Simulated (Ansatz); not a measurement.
# F on Cu(111): change of the work function, part 2 of 3

How does F on the fcc site change the work function of Cu(111) as the layer fills?

Ansatz 0.2.0; plane-wave DFT, PBE, Ansatz PAW.

So far, work function, upper face (eV): step 2 (the clean slab) 4.79.

### 3. Adsorbate added, k-mesh 6×6×1, coverage 0.25 ML

System of this step: Cu16F (F/Cu(111)). The cell holds 17 atoms: 16 Cu and 1 F. Its edges and angles: a = 5.105 Å, b = 5.105 Å, c = 25.525 Å, α = 90.0°, β = 90.0°, γ = 60.0°. Vacuum lies along c.

The clean slab as it ended is repeated in the plane and the adsorbate is set on one face; the cell's size fixes the coverage, and the k-mesh shrinks with it to keep the sampling density about even. Adsorbate and upper layers relax, since the dipole depends on the height.

File input.yaml:

```yaml
crystal:
  lattice:
    - [5.1053109602, 1.0e-10, 0.0]
    - [2.5526554801, 4.4213289858, 0.0]
    - [0.0, 0.0, 25.5245619869]
  atoms:
    - { symbol: Cu, position: [0.0, 0.0, 0.3526015453] }
    - { symbol: Cu, position: [0.1666666667, 0.1666666667, 0.4342575782] }
    - { symbol: Cu, position: [0.3333333333, 0.3333333333, 0.515913611] }
    - { symbol: Cu, position: [0.0, 0.0, 0.5975696439] }
    - { symbol: Cu, position: [0.0, 0.5, 0.3526015453] }
    - { symbol: Cu, position: [0.1666666667, 0.6666666667, 0.4342575782] }
    - { symbol: Cu, position: [0.3333333333, 0.8333333333, 0.515913611] }
    - { symbol: Cu, position: [0.0, 0.5, 0.5975696439] }
    - { symbol: Cu, position: [0.5, 0.0, 0.3526015453] }
    - { symbol: Cu, position: [0.6666666667, 0.1666666667, 0.4342575782] }
    - { symbol: Cu, position: [0.8333333333, 0.3333333333, 0.515913611] }
    - { symbol: Cu, position: [0.5, 0.0, 0.5975696439] }
    - { symbol: Cu, position: [0.5, 0.5, 0.3526015453] }
    - { symbol: Cu, position: [0.6666666667, 0.6666666667, 0.4342575782] }
    - { symbol: Cu, position: [0.8333333333, 0.8333333333, 0.515913611] }
    - { symbol: Cu, position: [0.5, 0.5, 0.5975696439] }
    - { symbol: F, position: [0.1666666667, 0.1666666667, 0.6473984547] }
kpoints:
  mp_grid: { grid: [6, 6, 1] }
hamiltonian:
  xc: pbe
scf:
  occupations: { method: fermi_dirac, width: 0.1 }
  convergence: { dr2_threshold: 1.0e-08 }
efield:
  axis: 3
  dipole_correction: true
  ramp_position: 0.97
  ramp_width: 0.06
relax:
  f_tol: 0.02
  max_steps: 60
  constraints: [{ sites: [0, 1, 4, 5, 8, 9, 12, 13] }]
output:
  dos: { projected: true, e_range: [-8, 4] }
  write_potential: true
  write_density: true
  volumetric_format: npy
  elf: true
```

Started as:

```sh
> ansatz run input.yaml --threads 4 --pin off --max-ram 6144MiB --backend cpu --events-out ev --progress --plain --runs-dir out
```

The log of the run:

```text
[...]
Crystal: 17 atoms, lattice volume = 576.147 Å³
Basis set: ecut = 420 eV, 11323 PW (Γ), exchange–correlation on 72×72×360 points (8 copies of the dense FFT grid, shifted against one another)
Bands: 187, of which v1, the nominal top of the filled ones, is band 156 counted from 1 (155 counted from 0)
Symmetry: 6 space group operations
[...]
k-points: 7 of 36 (time reversal used)
[...]
SCF iter   1: F=—  HF=-106807.109686 eV  |F-HF|=—  |Δ(HF+E_count)|=         —  Δρ=2.54e-3  dr2=4.75e-2  ethr=1.77e-3  p=-0.009 e·Å  D=-2.89e-3 V/Å  ΔV_dip=0.07 eV  dr2_dipole=2.22e-5  V_vac-E_F(+/−)=4.83/4.75 eV  ⟨swp⟩=6.6  Hψ=5251  notcnv=0  defer=104
[...]
SCF iter  12: F=-106807.135049 eV  HF=-106807.135049 eV  |F-HF|=1.23e-7  |Δ(HF+E_count)|=   2.32e-7  Δρ=1.07e-6  dr2=4.74e-9  ethr=3.22e-12  p=-0.031 e·Å  D=-9.73e-3 V/Å  ΔV_dip=0.25 eV  dr2_dipole=2.59e-11  V_vac-E_F(+/−)=5.06/4.82 eV  ⟨swp⟩=18.0  Hψ=10808  notcnv=0
SCF 1 converged in 12 iterations: F = -106807.135049 eV  dr2 = 4.74e-9
[...]
relax step   1: F+E_penalty+E_count = -106807.13504935 eV  Δ(F+E_penalty+E_count) = +0.000e0 eV  max|allowed force component| = 2.241e0 eV/Å  Δτ_max = 0.0000 Å  (12 SCF iters, accepted)
[...]
iter 1 solved again at ethr=1.37e-5 eV; its pass at ethr=3.10e-3 eV (dr2=4.26e-2 eV) is discarded
[...]
SCF iter  11: F=-106807.293424 eV  HF=-106807.293424 eV  |F-HF|=7.49e-8  |Δ(HF+E_count)|=   1.55e-7  Δρ=1.45e-6  dr2=8.04e-9  ethr=3.22e-12  p=-0.054 e·Å  D=-1.70e-2 V/Å  ΔV_dip=0.43 eV  dr2_dipole=1.29e-11  V_vac-E_F(+/−)=5.25/4.82 eV  ⟨swp⟩=14.7  Hψ=9946  notcnv=0
SCF 2 converged in 11 iterations: F = -106807.293424 eV  dr2 = 8.04e-9
relax step   2: F+E_penalty+E_count = -106807.29342395 eV  Δ(F+E_penalty+E_count) = -1.584e-1 eV  max|allowed force component| = 1.459e0 eV/Å  Δτ_max = 0.0567 Å  (11 SCF iters, accepted)
SCF iter   1: F=—  HF=-106807.455768 eV  |F-HF|=—  |Δ(HF+E_count)|=         —  Δρ=4.44e-3  dr2=1.59e-1  ethr=5.66e-4  p=-0.054 e·Å  D=-1.70e-2 V/Å  ΔV_dip=0.43 eV  dr2_dipole=3.96e-2  V_vac-E_F(+/−)=5.27/4.83 eV  ⟨swp⟩=4.6  Hψ=2890  notcnv=0  defer=131
[...]
SCF iter  12: F=-106807.420615 eV  HF=-106807.420615 eV  |F-HF|=2.78e-8  |Δ(HF+E_count)|=   1.36e-7  Δρ=1.35e-6  dr2=6.94e-9  ethr=3.22e-12  p=-0.104 e·Å  D=-3.27e-2 V/Å  ΔV_dip=0.84 eV  dr2_dipole=1.25e-11  V_vac-E_F(+/−)=5.66/4.82 eV  ⟨swp⟩=12.4  Hψ=10165  notcnv=0
SCF 3 converged in 12 iterations: F = -106807.420615 eV  dr2 = 6.94e-9
relax step   3: F+E_penalty+E_count = -106807.42061520 eV  Δ(F+E_penalty+E_count) = -1.272e-1 eV  max|allowed force component| = 2.247e-1 eV/Å  Δτ_max = 0.1212 Å  (12 SCF iters, accepted)
[...]
relax step   4: F+E_penalty+E_count = -106807.42316304 eV  Δ(F+E_penalty+E_count) = -2.548e-3 eV  max|allowed force component| = 7.429e-2 eV/Å  Δτ_max = 0.0547 Å  (10 SCF iters, accepted)
SCF iter   1: F=—  HF=-106807.425199 eV  |F-HF|=—  |Δ(HF+E_count)|=         —  Δρ=6.60e-4  dr2=1.83e-3  ethr=8.22e-6  p=-0.122 e·Å  D=-3.85e-2 V/Å  ΔV_dip=0.98 eV  dr2_dipole=3.19e-4  V_vac-E_F(+/−)=5.80/4.82 eV  ⟨swp⟩=2.9  Hψ=2557  notcnv=0  defer=133
[...]
SCF iter   9: F=-106807.424430 eV  HF=-106807.424430 eV  |F-HF|=4.86e-8  |Δ(HF+E_count)|=   1.68e-7  Δρ=1.17e-6  dr2=8.40e-9  ethr=3.22e-12  p=-0.117 e·Å  D=-3.68e-2 V/Å  ΔV_dip=0.94 eV  dr2_dipole=9.29e-10  V_vac-E_F(+/−)=5.76/4.82 eV  ⟨swp⟩=12.1  Hψ=10147  notcnv=0
SCF 5 converged in 9 iterations: F = -106807.424430 eV  dr2 = 8.40e-9
relax step   5: F+E_penalty+E_count = -106807.42443004 eV  Δ(F+E_penalty+E_count) = -1.267e-3 eV  max|allowed force component| = 3.632e-3 eV/Å  Δτ_max = 0.0202 Å  (9 SCF iters, accepted)
NSCF: frozen V_eff on 7 k-points
[...]
SCF converged after 9 iterations
Free energy (F): -106807.424430 eV
[...]
Internal energy: -106807.223572 eV  (E = F + TS)
E sigma→0 (E₀):  -106807.324001 eV
Entropy (-TS):   -0.200858 eV (-11.815 meV/atom)
Fermi energy:    2.118637 eV
Dipole field:    D = -0.036849 V/Å  (p = -0.117326 e·Å, saw-weighted, corrected)
Work function:   Φ+ = 5.7618 eV   Φ− = 4.8212 eV
[...]
--- Forces (eV/Å), atoms counted from 1 ---
  atom   1  Cu    -0.00347240    -0.00200479    -0.01138037
  atom   2  Cu     0.00000000    -0.00000000    -0.04895967
  atom   3  Cu    -0.00061952    -0.00035768     0.00098203
  atom   4  Cu     0.00068251     0.00039405     0.00010935
  atom   5  Cu    -0.00000000     0.00400958    -0.01138037
  atom   6  Cu    -0.06094466     0.03518642     0.02708214
  atom   7  Cu    -0.00000000     0.00071536     0.00098203
  atom   8  Cu     0.00000000    -0.00078810     0.00010935
  atom   9  Cu     0.00347240    -0.00200479    -0.01138037
  atom  10  Cu     0.00000000    -0.07037283     0.02708214
  atom  11  Cu     0.00061952    -0.00035768     0.00098203
  atom  12  Cu    -0.00068251     0.00039405     0.00010935
  atom  13  Cu     0.00000000    -0.00000000     0.00650605
  atom  14  Cu     0.06094466     0.03518642     0.02708214
  atom  15  Cu    -0.00000000     0.00000000    -0.00363183
  atom  16  Cu    -0.00000000     0.00000000    -0.00214526
  atom  17  F      0.00000000    -0.00000000    -0.00208526
  max |Σ_I F_I| component: 6.35e-5 eV/Å
--- Band table (eV; the first three rows and the last of 7) ---
  k-point 0: bands = [... 152 lower, 1.9914, 2.0094, 2.0094, 2.3923, 2.9538, 2.9538, 3.0795, 3.5277, ... 27 higher]
  k-point 1: bands = [... 152 lower, 1.5363, 1.7342, 2.0262, 2.0604, 2.6644, 2.6974, 2.9325, 3.2668, ... 27 higher]
  k-point 2: bands = [... 152 lower, 1.0772, 1.9720, 2.0421, 2.1293, 2.3970, 2.6906, 2.9005, 3.8725, ... 27 higher]
  k-point 6: bands = [... 152 lower, 0.7996, 1.0178, 1.6555, 1.7215, 2.0679, 3.7429, 3.8399, 4.2340, ... 27 higher]
--- Relaxed structure (5 steps of the walk, 5 accepted, 0 SCFs on fresh bases) ---
  F+E_penalty+E_count = -106807.42443004 eV   max|allowed force component| = 3.632e-3 eV/Å
  atoms:
    - { symbol: Cu, position: [-1.795949e-17, -1.795949e-17, 0.352602] }
    - { symbol: Cu, position: [0.166667, 0.166667, 0.434258] }
    - { symbol: Cu, position: [0.332275, 0.332275, 0.515374] }
    - { symbol: Cu, position: [-0.00331978, -0.00331978, 0.598409] }
    - { symbol: Cu, position: [0.0, 0.5, 0.352602] }
    - { symbol: Cu, position: [0.166667, 0.666667, 0.434258] }
    - { symbol: Cu, position: [0.332275, 0.835450, 0.515374] }
    - { symbol: Cu, position: [-0.00331978, 0.506640, 0.598409] }
    - { symbol: Cu, position: [0.5, -1.795949e-17, 0.352602] }
    - { symbol: Cu, position: [0.666667, 0.166667, 0.434258] }
    - { symbol: Cu, position: [0.835450, 0.332275, 0.515374] }
    - { symbol: Cu, position: [0.506640, -0.00331978, 0.598409] }
    - { symbol: Cu, position: [0.5, 0.500000, 0.352602] }
    - { symbol: Cu, position: [0.666667, 0.666667, 0.434258] }
    - { symbol: Cu, position: [0.833333, 0.833333, 0.518346] }
    - { symbol: Cu, position: [0.5, 0.500000, 0.593690] }
    - { symbol: F, position: [0.166667, 0.166667, 0.655719] }
```

It took 80 s on 4 threads of Intel Xeon Platinum 8488C (Sapphire Rapids), shared host; peak memory 2.7 GiB.

This run has no spin polarisation although its electron count is odd.

The steps of the relaxation:

```csv
step,energy less that of the first step (eV),largest force component (eV/Å)
1,0.0000,2.2414
2,-0.1584,1.4586
3,-0.2856,0.2247
4,-0.2881,0.0743
5,-0.2894,0.0036
```

The run keeps the 6 symmetry operations that the program found, so distortions that break them were not tested.

The atoms that moved most (Å):

```
atom      dx      dy      dz  length
 F17   0.000   0.000   0.212   0.212
Cu16   0.000   0.000  -0.099   0.099
Cu15   0.000   0.000   0.062   0.062
 Cu4  -0.025  -0.015   0.021   0.036
Cu12   0.025  -0.015   0.021   0.036
 Cu8   0.000   0.029   0.021   0.036
 Cu3  -0.008  -0.005  -0.014   0.017
 Cu7   0.000   0.009  -0.014   0.017
```

The relaxed structure:

```cif
data_structure
_symmetry_space_group_name_H-M 'P 1'
_symmetry_Int_Tables_number 1
_cell_length_a 5.1053
_cell_length_b 5.1053
_cell_length_c 25.5246
_cell_angle_alpha 90.000
_cell_angle_beta 90.000
_cell_angle_gamma 60.000
_cell_volume 576.15
loop_
_atom_site_label
_atom_site_type_symbol
_atom_site_fract_x
_atom_site_fract_y
_atom_site_fract_z
_atom_site_occupancy
Cu1 Cu 0.00000 0.00000 0.35260 1
Cu2 Cu 0.16667 0.16667 0.43426 1
Cu3 Cu 0.33228 0.33228 0.51537 1
Cu4 Cu 0.99668 0.99668 0.59841 1
Cu5 Cu 0.00000 0.50000 0.35260 1
Cu6 Cu 0.16667 0.66667 0.43426 1
Cu7 Cu 0.33228 0.83545 0.51537 1
Cu8 Cu 0.99668 0.50664 0.59841 1
Cu9 Cu 0.50000 0.00000 0.35260 1
Cu10 Cu 0.66667 0.16667 0.43426 1
Cu11 Cu 0.83545 0.33228 0.51537 1
Cu12 Cu 0.50664 0.99668 0.59841 1
Cu13 Cu 0.50000 0.50000 0.35260 1
Cu14 Cu 0.66667 0.66667 0.43426 1
Cu15 Cu 0.83333 0.83333 0.51835 1
Cu16 Cu 0.50000 0.50000 0.59369 1
F17 F 0.16667 0.16667 0.65572 1
```

Read from the output:

- energy at zero smearing: -106807.3240 eV
- work function, upper face: 5.762 eV
- work function, lower face: 4.821 eV
- dipole along the normal: -0.1173 e·Å
- step between the vacuum levels: 0.9405 eV

Running mean over 2.084 Å of the planar mean; the ramp of the sawtooth is left out. Table of electron's electrostatic potential energy less the Fermi level by z:

```csv
z (Å),electron's electrostatic potential energy less the Fermi level (eV)
3,4.82
4,4.82
5,4.82
6,4.77
7,4.14
8,-2.70
9,-8.49
10,-8.74
11,-8.80
12,-8.73
13,-8.78
14,-8.87
15,-8.75
16,-6.06
17,2.75
18,5.25
19,5.75
20,5.76
21,5.76
22,5.76
```

The density of states has structure finer than the step of the table below, so its rows give means over 0.25 eV. Peaks (eV: height): -2.710: 107, -2.410: 78.6, -2.320: 103, -2.050: 73.4, -1.980: 94.8, -1.860: 79.5, -1.560: 98.8.

The density of states by energy, zero at the Fermi level; means over each step:

energy (eV), density of states (states/eV a cell) and a bar:
```
    -7.75          1 
    -7.50          2 #
    -7.25          2 #
    -7.00          2 
    -6.75          2 
    -6.50          4 #
    -6.25          3 #
    -6.00          4 ##
    -5.75          5 ##
    -5.50          9 ####
    -5.25         15 ######
    -5.00          9 ####
    -4.75         15 ######
    -4.50         15 ######
    -4.25         28 ############
    -4.00         33 ##############
    -3.75         32 ##############
    -3.50         40 #################
    -3.25         36 ################
    -3.00         52 #######################
    -2.75         68 ##############################
    -2.50         51 ######################
    -2.25         59 #########################
    -2.00         62 ###########################
    -1.75         66 #############################
    -1.50         69 ##############################
    -1.25         20 ########
    -1.00          9 ####
    -0.75          4 #
    -0.50          7 ##
    -0.25          7 ###
     0.00          6 ##
     0.25          1 
     0.50          7 ###
     0.75          7 ###
     1.00          4 ##
     1.25          4 #
     1.50          4 ##
     1.75          5 ##
```

Projected DOS per atom over height of the atomic layer and energy from the Fermi level. Layers: Cu4 Cu4 Cu4 Cu4 F from below.

Values in states/eV, 22 rows by 5 columns, each cell a mean:
```
0.14 0.19 0.19 0.16 0.06
0.12 0.15 0.17 0.13 0.04
0.27 0.21 0.21 0.29 0.11
0.23 0.16 0.14 0.24 0.07
0.29 0.32 0.29 0.28 0.15
0.37 0.26 0.30 0.40 0.18
0.39 0.36 0.35 0.49 0.24
2.90 2.63 2.80 3.69 0.62
4.92 3.55 3.27 4.53 0.31
3.63 2.66 2.78 3.46 0.33
4.84 3.75 3.68 3.78 0.19
2.05 2.80 2.74 2.02 0.13
1.74 2.06 2.19 1.77 0.43
1.18 2.41 2.51 1.04 0.85
0.56 1.33 1.19 0.49 0.97
0.36 0.56 0.49 0.47 3.76
0.23 0.30 0.35 0.48 2.89
0.17 0.16 0.19 0.24 1.12
0.11 0.22 0.21 0.16 0.26
0.10 0.14 0.12 0.12 0.12
0.10 0.18 0.18 0.11 0.07
0.04 0.10 0.11 0.04 0.02
```
Columns: height of the atomic layer (Å) from 9 to 16.7 (not evenly spaced); rows upwards: energy from the Fermi level (eV) from -7.96 to 1.95.

Electrostatic potential energy in the ca plane at fractional y = 0.167, with atoms of Cu and F within 0.2 Å of it. With pseudopotentials it is smooth inside the atoms' cores, unlike the true potential.

Ten even steps from '0' (-40 eV) to '9' (8 eV), each cell a mean:
```
87446898888885357875458999999999999999999999
87547888788885458885468999999999999999999999
98778885336887678987778999999999999999999999
99888861002788889998889999999999999999999999
99999850001789899999899999999999999999999999
99888861003888889998889999999999999999999999
98667886447887678887678999999999999999999999
87446898888885357875458999999999999999999999
87547888788885457886468999999999999999999999
98778885336887678987788768999999999999999999
99888861002788889998887203899999999999999999
99999850001789899999886001899999999999999999
99888861003888889998888314999999999999999999
98667886447887678887678889999999999999999999
```
Columns run along c (16.0 Å, from fractional 0.31 to 0.94 of the cell; values clipped at the 3rd and 97th percentile), rows up along a (5.1 Å). Atoms in or near the plane, at fractional coordinates: Cu at (0.43, 0.17), Cu at (0.43, 0.67), F at (0.66, 0.17).

ELF in the ca plane at fractional y = 0.167, with atoms of Cu and F within 0.2 Å of it. It is the smooth field of the valence electrons, not physical close to the nuclei.

Ten even steps from '0' (0.00) to '9' (0.80), each cell a mean:
```
22222222222222222222211133210000000000000000
22222222222222222222221100000000000000000000
22222222222222222222222100000000000000000000
33333223662233222222232210000000000000000000
33333224983233322233333210000000000000000000
32223223552232222222222210000000000000000000
22222222222222222222222100000000000000000000
22222222222222222222221000000000000000000000
22222222222222222222211244310000000000000000
22222222222222222221113798631000000000000000
33333223662233222222127989851000000000000000
33333224983233333222128879952000000000000000
32223223552232222222116999841000000000000000
22222222222222222222112688631000000000000000
```
Columns run along c (16.0 Å, from fractional 0.31 to 0.94 of the cell), rows up along a (5.1 Å). Atoms in or near the plane, at fractional coordinates: Cu at (0.43, 0.17), Cu at (0.43, 0.67), F at (0.66, 0.17).

Valence density in the ca plane at fractional y = 0.167, with atoms of Cu and F within 0.2 Å of it. It is the smooth field of the valence electrons, not physical close to the nuclei.

Ten steps, logarithmic in the rise over the least value, from '0' (0 e/Å³) to '9' (43 e/Å³), each cell a mean:
```
01231100110012321112321000000000000000000000
01221101111012321112220000000000000000000000
01111012432111111011110000000000000000000000
00010025884101100000100000000000000000000000
00000126995100000000000000000000000000000000
00111015773101100001100000000000000000000000
01111012331111111011210000000000000000000000
01231100110012321112320000000000000000000000
01221101111012321012211000000000000000000000
01111012432111111001111232000000000000000000
00010025884101100000012564200000000000000000
00000126995100000000013675200000000000000000
00111015773101110000012454100000000000000000
01111012331111111011111221000000000000000000
```
Columns run along c (16.0 Å, from fractional 0.31 to 0.94 of the cell), rows up along a (5.1 Å). Atoms in or near the plane, at fractional coordinates: Cu at (0.43, 0.17), Cu at (0.43, 0.67), F at (0.66, 0.17).

The relaxation took 5 steps and lowered the energy by 0.29 eV; the largest force on the free atoms ends at 0.0036 eV/Å.

By hand: a sheet of dipoles makes a step −p/(ε₀A) in the electron's potential. With e/ε₀ = 180.95 V·Å, p = -0.1173 e·Å and A = 22.57 Å², that is −180.95 × (-0.1173) / 22.57 = +0.941 eV, and the two vacuum levels of the run differ by +0.941 eV.

The covered face has 5.76 eV, +0.98 eV against the clean one; the bare back face has moved by +0.04 eV, a measure of how thin the slab is.

[end of part 2 of 3]

[Long decimals in the printed logs are rounded to 6 places.]

[Logs are printed without paths, hosts, clocks, repeated set-up lines and the standing remarks that a program may print on its own settings, such as how far it seeks lower states.]

[Hosts, paths, dates, database ids (printed as entryN), source tags and the programs' standing remarks are cut or masked in the printed files.]

[Maps of the electrostatic potential energy from Ansatz leave out the sawtooth potential of an applied field or a dipole correction, so their vacuum need not be flat; planar profiles and work functions include it.]

[The density of states shown here was stored with 400 of the rows of the run's finer table, so its peaks can read low, often by over a quarter, or be missed, and its means over a window can be off by a tenth or more.]
